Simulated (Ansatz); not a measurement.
System: AlGaAs2 (zincblende [001] superlattice) (P-4m2).

It takes space group P-4m2 (No. 115, tetragonal). The conventional cell has a = 4.013 Å, b = 4.013 Å, c = 5.653 Å, α = 90.00°, β = 90.00°, γ = 90.00°. Ga has 4 As at 2.45 to 2.46 Å nearest. As has 2 Al at 2.45 Å and 2 Ga at 2.45 Å nearest. Nearest to Al lie 4 As at 2.45 Å. Farther neighbours, and contacts between anions beyond the nearest, are not listed.

```xyz
4
Lattice="4.0129 0.0000 0.0000 0.0000 4.0129 0.0000 0.0000 0.0000 5.6531" Properties=species:S:1:pos:R:3 pbc="T T T"
Ga    0.0000    0.0000    0.7059
As    2.0064    0.0000    2.1204
Al    2.0064    2.0064    3.5322
As    0.0000    2.0064    4.9442
```

The structure was relaxed with PBEsol. The runs that relaxed it are not among those shown. PAW set soft_2, made with PBE.

Gaps computed with Ansatz 0.2.0 without a self-energy: PBEsol 1.01 eV and HSE06 1.88 eV.

**Question.** What gap should G0W0 on PBEsol give (4×4×4 mesh, 271 empty bands, screening to 120 eV, default PAW files)?

About 1.77 eV: on its mesh the run moves the gap from 1.00 eV by +0.77 eV. Among the scalar-relativistic levels given, HSE06 is nearest (+0.11 eV). Bands and cutoff are finite, so the gap stands short of the basis limit, usually by up to a few tenths of an eV; the mesh is an error of its own. The 4×4×4 mesh is coarse for this cell (its supercell is 16 Å along the shortest edge). The RPA ε∞ on it, from the PBEsol start, is 17.21, 20.60 and 20.61; such meshes misread the long-range screening, most where the gap is narrow. The many-body steps are scalar-relativistic: spin-orbit coupling is not in them.

[Long decimals in the printed logs are rounded to 6 places.]

[Logs are printed without paths, hosts, clocks, repeated set-up lines and the standing remarks that a program may print on its own settings, such as how far it seeks lower states.]

[Paths, hosts, dates, memory and timing lines, banners, echoed tables and standing remarks are left out of the program output; an Ansatz launch command may be rebuilt from the run's recorded settings. Measured values are a selection of at most five: reports struck by readers or far from the other reports are left out. None is set beside runs whose start may be inverted or whose files or cutoffs have a known fault.]

[Runs of the session that timed out or met a known fault of the program may be left out.]

[Cells called generated may have been cut or substituted from an entry of the Crystallography Open Database or the Materials Project.]

[Hosts, paths, dates, database ids (printed as entryN), source tags and the programs' standing remarks are cut or masked in the printed files.]

[Where the starting crystal was built by hand or by swapping elements, it need not be the compound's stable phase.]
